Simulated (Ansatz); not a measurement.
# How Mg(0001) screens a field

Wanted: the response of a Mg(0001) slab to a perpendicular field.

Method: plane-wave DFT, r2SCAN, Ansatz PAW, in Ansatz 0.2.0.

This is a report of a sequence of runs, with the program logs left out and the cost of each run kept.

**1. Starting point**

The cell holds 6 atoms: 6 Mg. Its edges and angles: a = 3.210 Å, b = 3.210 Å, c = 31.033 Å, α = 90.0°, β = 90.0°, γ = 60.0°. Vacuum lies along c.

Coordinates:

```cif
data_structure
_symmetry_space_group_name_H-M 'P 1'
_symmetry_Int_Tables_number 1
_cell_length_a 3.2100
_cell_length_b 3.2100
_cell_length_c 31.0326
_cell_angle_alpha 90.000
_cell_angle_beta 90.000
_cell_angle_gamma 60.000
_cell_volume 276.92
loop_
_atom_site_label
_atom_site_type_symbol
_atom_site_fract_x
_atom_site_fract_y
_atom_site_fract_z
_atom_site_occupancy
Mg1 Mg 0.66667 0.66667 0.29002 1
Mg2 Mg 0.00000 0.00000 0.37401 1
Mg3 Mg 0.66667 0.66667 0.45800 1
Mg4 Mg 0.00000 0.00000 0.54200 1
Mg5 Mg 0.66667 0.66667 0.62599 1
Mg6 Mg 0.00000 0.00000 0.70998 1
```

**2. Atoms held, field 0**

A sawtooth potential applies the field, turning back in the middle of the vacuum. With the dipole correction the typed value is the field outside the slab. The induced dipole is small, so the SCF threshold is tight.

File input.yaml:

```yaml
crystal:
  lattice:
    - [3.21, 0.0, 0.0]
    - [1.605, 2.7799415461, 0.0]
    - [0.0, 0.0, 31.0326]
  atoms:
    - { symbol: Mg, position: [0.6666666667, 0.6666666667, 0.2900175944] }
    - { symbol: Mg, position: [0.0, 0.0, 0.3740105566] }
    - { symbol: Mg, position: [0.6666666667, 0.6666666667, 0.4580035189] }
    - { symbol: Mg, position: [0.0, 0.0, 0.5419964811] }
    - { symbol: Mg, position: [0.6666666667, 0.6666666667, 0.6259894434] }
    - { symbol: Mg, position: [0.0, 0.0, 0.7099824056] }
kpoints:
  mp_grid: { grid: [18, 18, 1] }
hamiltonian:
  xc: r2scan
scf:
  occupations: { method: fermi_dirac, width: 0.1 }
  convergence: { dr2_threshold: 1.0e-10 }
efield:
  axis: 3
  dipole_correction: true
  ramp_position: 0.97
  ramp_width: 0.06
  amplitude: 0
output:
  forces: true
  write_potential: true
  write_density: true
  volumetric_format: npy
```

The run is started by

```
ansatz run input.yaml --threads 4 --pin off --max-ram 6144MiB --backend cpu --events-out ev --progress --plain --runs-dir out
```

Run time: 17 s. Hardware: 4 threads of Intel Xeon Platinum 8488C (Sapphire Rapids), shared host; peak memory 1.3 GiB; 43 s of CPU time.

Numbers from this step:

* energy at zero smearing: -11557.7492 eV
* work function, upper face: 3.816 eV
* dipole along the normal: 2.89e-8 e·Å

Running mean over 2.60652 Å of the planar mean; the ramp of the sawtooth is left out. The electron's electrostatic potential energy less the Fermi level by z:

```
z (Å)  electron's electrostatic potential energy less the Fermi level (eV)
    4                                                                 3.82
    5                                                                 3.80
    6                                                                 3.67
    7                                                                 2.62
    8                                                                -2.10
    9                                                                -4.02
   10                                                                -4.03
   11                                                                -4.03
   12                                                                -4.04
   13                                                                -4.05
   14                                                                -4.06
   15                                                                -4.06
   16                                                                -4.06
   17                                                                -4.06
   18                                                                -4.05
   19                                                                -4.04
   20                                                                -4.03
   21                                                                -4.03
   22                                                                -4.04
   23                                                                -2.24
   24                                                                 2.54
   25                                                                 3.66
   26                                                                 3.80
   27                                                                 3.81
```

The work function of the upper face is 3.82 eV.

**3. Single point, field 0.05 V/Å**

Edit input.yaml of step 2 so:

```diff
@@ -24,3 +24,3 @@
   ramp_width: 0.06
-  amplitude: 0
+  amplitude: 0.05
 output:
```

It took 11 s on 4 threads; peak memory 1.3 GiB.

The dipole is 0.0416 e·Å.

**4. Atoms held, field -0.05 V/Å**

Edit input.yaml of step 3 so:

```diff
@@ -24,3 +24,3 @@
   ramp_width: 0.06
-  amplitude: 0.05
+  amplitude: -0.05
 output:
```

It took 11 s on 4 threads; peak memory 1.3 GiB; 44 s of CPU time.

The dipole is -0.0416 e·Å.

**5. Single point, field 0.1 V/Å**

Edit input.yaml of step 4 so:

```diff
@@ -24,3 +24,3 @@
   ramp_width: 0.06
-  amplitude: -0.05
+  amplitude: 0.1
 output:
```

Elapsed: 11 s, on 4 threads; peak memory 1.3 GiB; 44 s of CPU time.

The dipole is 0.0833 e·Å.

**6. Single point, field -0.1 V/Å**

Edit input.yaml of step 5 so:

```diff
@@ -24,3 +24,3 @@
   ramp_width: 0.06
-  amplitude: 0.1
+  amplitude: -0.1
 output:
```

Run time: 11 s. Hardware: 4 threads; peak memory 1.3 GiB; 44 s of CPU time.

The dipole is -0.0833 e·Å.

**7. Single point, field 0.2 V/Å**

Edit input.yaml of step 6 so:

```diff
@@ -24,3 +24,3 @@
   ramp_width: 0.06
-  amplitude: -0.1
+  amplitude: 0.2
 output:
```

The job ended after 12 s (4 threads; peak memory 1.3 GiB).

The dipole is 0.167 e·Å.

**8. Atoms held, field -0.2 V/Å**

Edit input.yaml of step 7 so:

```diff
@@ -24,3 +24,3 @@
   ramp_width: 0.06
-  amplitude: 0.2
+  amplitude: -0.2
 output:
```

It took 12 s on 4 threads; peak memory 1.3 GiB; 47 s of CPU time.

The dipole is -0.167 e·Å.

**9. Atoms held, field 0.4 V/Å**

Edit input.yaml of step 8 so:

```diff
@@ -24,3 +24,3 @@
   ramp_width: 0.06
-  amplitude: -0.2
+  amplitude: 0.4
 output:
@@ -30 +30,2 @@
   volumetric_format: npy
+  elf: true
```

Elapsed: 14 s, on 4 threads; peak memory 1.3 GiB; 55 s of CPU time.

Running mean over 2.60652 Å of the planar mean, with the applied field; the ramp of the sawtooth is left out. Electron's electrostatic potential energy less the Fermi level against z:

z (Å), electron's electrostatic potential energy less the Fermi level (eV) and a bar from the least value:
```
        4       2.61 ######################
        5       2.99 #######################
        6       3.23 ########################
        7       2.45 #####################
        8      -2.12 ######
        9      -4.02 
       10      -4.04 
       11      -4.03 
       12      -4.04 
       13      -4.05 
       14      -4.06 
       15      -4.07 
       16      -4.06 
       17      -4.06 
       18      -4.05 
       19      -4.03 
       20      -4.03 
       21      -4.03 
       22      -4.04 
       23      -2.21 ######
       24       2.72 ######################
       25       4.13 ###########################
       26       4.65 #############################
       27       5.06 ##############################
```

The dipole is 0.333 e·Å.

**10. The response**

This step: plane-wave DFT, r2SCAN, Ansatz PAW; screening of a field by a metal slab (Ansatz 0.2.0).

The dipoles give the slope, and the difference of two potentials shows where the field is screened.

This step gave:

```
equivalent conductor thickness p/(ε₀AE)      : 16.88 Å
distance between the outer atoms             : 13.03 Å
inner field over outer field                 : 4.76e-4
image plane, upper face                      : 1.873 Å
induced electrons on the upper face over ε₀E : -1.006
image plane, lower face                      : 1.873 Å
induced electrons on the lower face over ε₀E : 1.006
```

Dipole of the cell against applied field:

```csv
applied field (V/Å),dipole of the cell (e·Å)
-0.200,-0.167
-0.100,-0.0833
-0.050,-0.0416
0.000,0
0.050,0.0416
0.100,0.0833
0.200,0.167
0.400,0.333
```

Local field over the applied field, running mean. From the potentials at -0.05 and 0.05 V/Å; running mean over 2.60652 Å. The local field over applied field by z:

z (Å), local field over applied field and a bar from the least value:
```
      4.5      0.988 ##############################
      5.0      0.970 #############################
      5.5      0.931 ############################
      6.0      0.855 ##########################
      6.5      0.728 ######################
      7.0      0.553 #################
      7.5      0.363 ###########
      8.0      0.196 ######
      8.5      0.076 ###
      9.0      0.008 #
      9.5     -0.014 
     10.0     -0.006 
     10.5      0.004 #
     11.0      0.004 #
     11.5      0.000 
     12.0     -0.002 
     12.5      0.000 
     13.0      0.003 
     13.5      0.002 
     14.0      0.000 
     14.5     -0.001 
     15.0      0.001 
     15.5      0.002 
     16.0      0.001 
     16.5     -0.001 
     17.0      0.000 
     17.5      0.002 
     18.0      0.003 
     18.5      0.001 
     19.0     -0.002 
     19.5      0.000 
     20.0      0.004 #
     20.5      0.004 #
     21.0     -0.005 
     21.5     -0.014 
     22.0      0.005 #
     22.5      0.070 ##
     23.0      0.187 ######
     23.5      0.351 ###########
     24.0      0.541 #################
     24.5      0.718 ######################
     25.0      0.848 ##########################
     25.5      0.927 ############################
     26.0      0.968 #############################
     26.5      0.987 ##############################
```

Electrons, planar mean, per unit field. The induced electron density by z:

| z (Å) | induced electron density (e/Å³ per V/Å) |
| --- | --- |
| 4.5 | 5.6e-5 |
| 5.0 | 1.4e-4 |
| 5.5 | 3.5e-4 |
| 6.0 | 7.7e-4 |
| 6.5 | 0.00155 |
| 7.0 | 0.00259 |
| 7.5 | 0.00329 |
| 8.0 | 0.00267 |
| 8.5 | 5.6e-4 |
| 9.0 | -7.8e-4 |
| 9.5 | -5.8e-4 |
| 10.0 | 2.0e-4 |
| 10.5 | 4.2e-4 |
| 11.0 | 3.8e-5 |
| 11.5 | -2.7e-4 |
| 12.0 | -1.4e-4 |
| 12.5 | 1.5e-4 |
| 13.0 | 1.4e-4 |
| 13.5 | -5.7e-5 |
| 14.0 | -1.2e-4 |
| 14.5 | 1.4e-5 |
| 15.0 | 1.1e-4 |
| 15.5 | 5.4e-6 |
| 16.0 | -1.1e-4 |
| 16.5 | -2.5e-5 |
| 17.0 | 1.2e-4 |
| 17.5 | 6.9e-5 |
| 18.0 | -1.3e-4 |
| 18.5 | -1.6e-4 |
| 19.0 | 1.2e-4 |
| 19.5 | 2.7e-4 |
| 20.0 | -7.1e-6 |
| 20.5 | -4.1e-4 |
| 21.0 | -2.4e-4 |
| 21.5 | 5.3e-4 |
| 22.0 | 8.0e-4 |
| 22.5 | -4.0e-4 |
| 23.0 | -0.00258 |
| 23.5 | -0.00329 |
| 24.0 | -0.00266 |
| 24.5 | -0.00161 |
| 25.0 | -8.1e-4 |
| 25.5 | -3.6e-4 |
| 26.0 | -1.5e-4 |
| 26.5 | -5.9e-5 |

By hand: between -0.05 and 0.05 V/Å the dipole changes by 0.08325 e·Å, a slope of 0.8325 e·Å²/V. A perfect conductor of thickness t has p = ε₀AEt, so t = 180.95 × 0.8325 / 8.924 = 16.88 Å (e/ε₀ = 180.95 V·Å, A in Å²). Less the 13.03 Å between the outer atoms, and halved, that puts each image plane 1.92 Å out.

The induced dipole is that of a conductor 16.88 Å thick.

**11. Results**

```
work function                                : 3.82 eV
image plane, upper face                      : 1.87 Å
induced electrons on the upper face over ε₀E : -1.01
equivalent conductor thickness p/(ε₀AE)      : 16.9 Å
inner field over outer field                 : 4.8e-4
```

**Reading.** The induced charge has its centre 1.87 Å outside the outermost atoms; this is the plane from which a capacitor's gap or an image potential counts. The equivalent conductor thickness exceeds the distance between the outer atoms by 3.85 Å, about the sum of the two image-plane distances. In the middle of the slab the field is screened to under 0.5 % of its outer value. The atoms are held at bulk positions with the tabulated experimental lattice constant.

[Long decimals in the printed logs are rounded to 6 places.]

[Logs are printed without paths, hosts, clocks, repeated set-up lines and the standing remarks that a program may print on its own settings, such as how far it seeks lower states.]

[Hosts, paths, dates, database ids (printed as entryN), source tags and the programs' standing remarks are cut or masked in the printed files.]

[Maps of the electrostatic potential energy from Ansatz leave out the sawtooth potential of an applied field or a dipole correction, so their vacuum need not be flat; planar profiles and work functions include it.]
